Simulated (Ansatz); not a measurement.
**SbW (built on the sites of a database entry of MoP): relaxing the cell for a phonon run**

Wanted: the relaxed cell of SbW (built on the sites of a database entry of MoP).

Main program and level: Ansatz 0.2.0; DFT PBEsol, scalar-relativistic, plane waves, PAW.

This is a report of a sequence of runs, with most program output left out.

The structure was built from a prototype and need not be the compound's stable phase.

### 1. Set-up

Symmetry: P-6m2, No. 187, hexagonal system. The conventional cell has a = 3.540 Å, b = 3.540 Å, c = 3.505 Å, α = 90.00°, β = 90.00°, γ = 120.00°. Nearest to W lie 6 Sb at 2.69 Å. Sb has 6 W at 2.69 Å nearest. Farther neighbours are not listed.

### 2. Probe on a coarse mesh

First a cheap look: the gap decides the mesh and the occupations, the pressure tells how far the cell has to move.

input.yaml reads:

```yaml
crystal:
  lattice:
    - [3.54047, 0.0, 0.0]
    - [-1.77023, 3.06613, 0.0]
    - [0.0, 0.0, 3.50531]
  atoms:
    - { symbol: W, position: [0.0, 0.0, 0.0] }
    - { symbol: Sb, position: [0.3333333333, 0.6666666667, 0.5] }
kpoints:
  mp_grid: { grid: [6, 6, 6] }
hamiltonian:
  xc: pbesol
scf:
  occupations: { method: gaussian, width: 0.1 }
output:
  forces: true
  stress: true
  eigenvalues: true
```

Run with:

```
> ansatz run input.yaml --threads 4 --pin off --max-ram 7168MiB --backend cpu --events-out ev --progress --plain --runs-dir out
```

The job ended after 0.93 s (4 threads of Arm Neoverse V1, shared host; peak memory 0.31 GiB; 2.3 s of CPU time).

Numbers from this step:

```
pressure          : 5.195 GPa
volume per atom   : 19.03 Å³
gap on the k-mesh : 0 eV
```

The coarse mesh shows no gap and a pressure of 5.2 GPa.

### 3. Bringing the structure to rest

The cell and atoms are relaxed, since residual forces and stress would shift the frequencies.

input.yaml, the sections that differ from step 2:

```yaml
kpoints:
  mp_grid: { grid: [12, 12, 10] }
output:
  forces: true
  stress: true
  eigenvalues: true
  write_density: true
  write_potential: true
  elf: true
  volumetric_format: npy
relax:
  adjacent_minimum: "off"
  f_tol: 0.005
  max_steps: 80
  cell: { stress_tol: 0.05 }
# crystal, hamiltonian, scf: as in step 2
```

Wall time 15 s (4 threads); peak memory 0.44 GiB.

Step by step:

```
step  energy less that of the first step (eV)  largest force component (eV/Å)  pressure (GPa)  volume (Å³)
   1                                   0.0000                          0.0000            5.06        38.05
   2                                   0.0113                          0.0000           -6.88        40.49
   3                                  -0.0257                          0.0000            0.23        38.85
   4                                  -0.0276                          0.0000            0.33        38.67
   5                                  -0.0277                          0.0000           -0.01        38.76
  6*                                  -0.0280                          0.0000           -0.02        38.76
```

Relaxation steps marked * repeat the geometry before them on a plane-wave basis chosen anew for their cell, so energy and pressure can jump there. Relaxation step 2 was tried and not accepted.

The run keeps the 12 symmetry operations that it works with, so distortions that break them were not tested.

```
conventional cell, symmetrised  before  after  change
                         a (Å)   3.540  3.511  -0.8 %
                         b (Å)   3.540  3.511  -0.8 %
                         c (Å)   3.505  3.630  +3.5 %
              volume (Å³/atom)   19.03  19.38  +1.9 %
```

The relaxed structure:

```cif
data_structure
_symmetry_space_group_name_H-M 'P 1'
_symmetry_Int_Tables_number 1
_cell_length_a 3.5115
_cell_length_b 3.5115
_cell_length_c 3.6297
_cell_angle_alpha 90.000
_cell_angle_beta 90.000
_cell_angle_gamma 120.000
_cell_volume 38.76
loop_
_atom_site_label
_atom_site_type_symbol
_atom_site_fract_x
_atom_site_fract_y
_atom_site_fract_z
_atom_site_occupancy
W1 W 0.00000 0.00000 0.00000 1
Sb2 Sb 0.33333 0.66667 0.50000 1
```

This step gave:

| Item | Value |
| --- | --- |
| pressure | -0.01723 GPa |
| volume per atom | 19.38 Å³ |

Electrostatic potential energy in the ac plane at fractional y = 0.667, with atoms of Sb within 0.2 Å of it. With pseudopotentials it is smooth inside the atoms' cores, unlike the true potential.

Ten even steps from '_' (-10 eV) to '@' (18 eV), each cell a mean:
```
##%%@@@@@@@@@@@@@@%%**++++**
%%%%@@@@%%%%@@@@@@%%########
%%%%%%**++++**##%%%%%%%%%%%%
%%##==::....::==##%%@@@@@@@@
%%++..________..==##@@@@@@@@
##--____________::**@@@@@@@@
**::____________::**@@@@@@@@
**::____________::**@@@@@@@@
##==..________..==##@@@@@@@@
%%**==..____..--**%%@@@@@@@@
%%%%##++====++##%%%%%%%%%%%%
%%%%%%%%%%%%%%%%%%%%########
%%%%@@@@@@@@@@@@@@%%****++**
##%%@@@@@@@@@@@@%%##**++++**
```
Columns run along a (3.5 Å; values clipped at the 3rd and 97th percentile), rows up along c (3.6 Å). Atoms in or near the plane, at fractional coordinates: Sb at (0.33, 0.50).

ELF in the ac plane at fractional y = 0.667, with atoms of Sb within 0.2 Å of it. It is the smooth field of the valence electrons, not physical close to the nuclei.

Ten even steps from '0' (0.00) to '9' (0.49), each cell a mean:
```
45555555544444
57877778754444
79987789985445
99865567997556
98642236798557
86410004688668
76300003678667
86400003678667
97531125798557
99765557997557
89976679986445
67887788864444
45665566544444
34444444434444
```
Columns run along a (3.5 Å), rows up along c (3.6 Å). Atoms in or near the plane, at fractional coordinates: Sb at (0.33, 0.50).

Valence density in the ac plane at fractional y = 0.667, with atoms of Sb within 0.2 Å of it. It is the smooth field of the valence electrons, not physical close to the nuclei.

Ten steps, logarithmic in the rise over the least value, from '_' (0 e/Å³) to '@' (19 e/Å³), each cell a mean:
```
..________________....::::..
..________________..........
......................____..
....::--------::....________
..::--++****++--::..________
..::==##%%%%##++--..________
..--++%%@@@@%%++--..________
..--++##@@@@%%++--..________
..::--++####**==::..________
....::--====--::....________
......::::::::......________
............................
..________________......::..
..________________....::::..
```
Columns run along a (3.5 Å), rows up along c (3.6 Å). Atoms in or near the plane, at fractional coordinates: Sb at (0.33, 0.50).

In this step the volume went from 19.03 to 19.38 Å³/atom.

### 4. Relaxing to small forces for the phonons

Phonons need a cell at rest on their own settings, so the relaxation is repeated with tight tolerances on forces and stress on the k mesh and occupations of the first response run.

input.yaml, the sections that differ from step 3:

```yaml
crystal:
  lattice:
    - [3.5114894774, -2.8631e-06, 0.0]
    - [-1.7557422592, 3.0410405241, 0.0]
    - [0.0, 0.0, 3.6296602245]
  atoms:
    - { symbol: W, position: [0.0, 0.0, 0.0] }
    - { symbol: Sb, position: [0.3333333333, 0.6666666667, 0.5] }
scf:
  occupations: { method: methfessel_paxton, width: 0.15 }
relax:
  adjacent_minimum: "off"
  f_tol: 0.001
  max_steps: 60
  cell: { stress_tol: 0.01 }
# kpoints, hamiltonian, output: as in step 3
```

Elapsed: 12 s, on 4 threads; peak memory 0.43 GiB; 44 s of CPU time.

Little changed from the start: no atom moved by 0.005 Å and no cell edge by 0.1 %.

This step gave:

```yaml
pressure: -9.57e-5 GPa
```

Valence density in the ac plane at fractional y = 0.667, with atoms of Sb within 0.2 Å of it. It is the smooth field of the valence electrons, not physical close to the nuclei.

Ten steps, logarithmic in the rise over the least value, from '_' (0 e/Å³) to '@' (19 e/Å³), each cell a mean:
```
..________________....::::..
..________________..........
......................____..
....::--------::....________
..::--++****++--::..________
..::==##%%%%##++--..________
..--++%%@@@@%%++--..________
..--++##@@@@%%++--..________
..::--++####**==::..________
....::--====--::....________
......::::::::......________
............................
..________________......::..
..________________....::::..
```
Columns run along a (3.5 Å), rows up along c (3.6 Å). Atoms in or near the plane, at fractional coordinates: Sb at (0.33, 0.50).

ELF in the ac plane at fractional y = 0.667, with atoms of Sb within 0.2 Å of it. It is the smooth field of the valence electrons, not physical close to the nuclei.

Values, 14 rows by 14 columns, each cell a mean:
```
0.21 0.25 0.28 0.28 0.27 0.27 0.28 0.28 0.25 0.21 0.21 0.23 0.23 0.21
0.28 0.35 0.40 0.39 0.37 0.37 0.39 0.40 0.36 0.29 0.23 0.21 0.21 0.22
0.39 0.47 0.46 0.40 0.36 0.36 0.39 0.46 0.47 0.40 0.28 0.22 0.22 0.27
0.48 0.47 0.39 0.32 0.28 0.28 0.31 0.39 0.46 0.48 0.36 0.26 0.25 0.34
0.46 0.40 0.32 0.20 0.11 0.11 0.18 0.31 0.39 0.46 0.40 0.29 0.28 0.38
0.41 0.34 0.22 0.06 0.01 0.01 0.04 0.21 0.33 0.40 0.40 0.30 0.29 0.39
0.38 0.31 0.17 0.02 0.00 0.00 0.01 0.15 0.31 0.38 0.39 0.30 0.30 0.39
0.40 0.33 0.20 0.04 0.00 0.00 0.02 0.18 0.32 0.39 0.40 0.30 0.30 0.39
0.45 0.38 0.29 0.15 0.07 0.07 0.13 0.28 0.37 0.44 0.41 0.29 0.29 0.39
0.48 0.46 0.38 0.30 0.25 0.25 0.29 0.37 0.45 0.48 0.37 0.26 0.26 0.35
0.42 0.49 0.45 0.38 0.34 0.34 0.37 0.45 0.49 0.43 0.31 0.23 0.23 0.29
0.30 0.39 0.43 0.41 0.38 0.38 0.40 0.43 0.39 0.31 0.24 0.21 0.21 0.23
0.22 0.27 0.30 0.31 0.29 0.29 0.30 0.31 0.27 0.23 0.21 0.22 0.22 0.21
0.19 0.21 0.24 0.23 0.22 0.22 0.23 0.24 0.22 0.19 0.20 0.23 0.24 0.20
```
Columns run along a (3.5 Å), rows up along c (3.6 Å). Atoms in or near the plane, at fractional coordinates: Sb at (0.33, 0.50).

Electrostatic potential energy in the ac plane at fractional y = 0.667, with atoms of Sb within 0.2 Å of it. With pseudopotentials it is smooth inside the atoms' cores, unlike the true potential.

Ten even steps from '_' (-10 eV) to '@' (18 eV), each cell a mean:
```
%%%%@@@@@@@@@@@@@@%%**++++**
%%%%@@@@%%%%@@@@@@%%########
%%%%##**++++**##%%%%%%%%%%%%
%%##==::....::==##%%@@@@@@@@
%%++..________..==##@@@@@@@@
##--____________::**@@@@@@@@
**::____________::**@@@@@@@@
**::____________::**@@@@@@@@
##==..________..==##@@@@@@@@
%%**==..____..--**%%@@@@@@@@
%%%%##++====++##%%%%%%%%%%%%
%%%%%%%%%%%%%%%%%%%%########
%%%%@@@@@@@@@@@@@@%%****++**
##%%@@@@@@@@@@@@%%##**++++**
```
Columns run along a (3.5 Å; values clipped at the 3rd and 97th percentile), rows up along c (3.6 Å). Atoms in or near the plane, at fractional coordinates: Sb at (0.33, 0.50).

The forces vanish by symmetry and the pressure is 0.000 GPa, within the tolerances set. The cell now holds 19.38 Å³/atom.

### 5. Outcome

```json
{
 "space group after relaxation": "P-6m2",
 "lattice constant a": "3.513 Å",
 "lattice constant b": "3.513 Å",
 "lattice constant c": "3.627 Å",
 "volume per atom": "19.4 Å³"
}
```

**Reading.** The forces vanish by symmetry and the pressure is 0.000 GPa, within the tolerances set. The cell now holds 19.38 Å³/atom. The relaxation keeps the symmetry of its start, so it says nothing on stability against lower symmetry. The runs are without spin polarisation, although the cell has an odd electron count. Spin-orbit coupling is left out, which can matter for the heavy elements here. The starting cell was built on a prototype and not taken from a measurement, so the phase need not exist.

[Logs are printed without paths, hosts, clocks, repeated set-up lines and the standing remarks that a program may print on its own settings, such as how far it seeks lower states.]

[Hosts, paths, dates, database ids (printed as entryN), source tags and the programs' standing remarks are cut or masked in the printed files.]
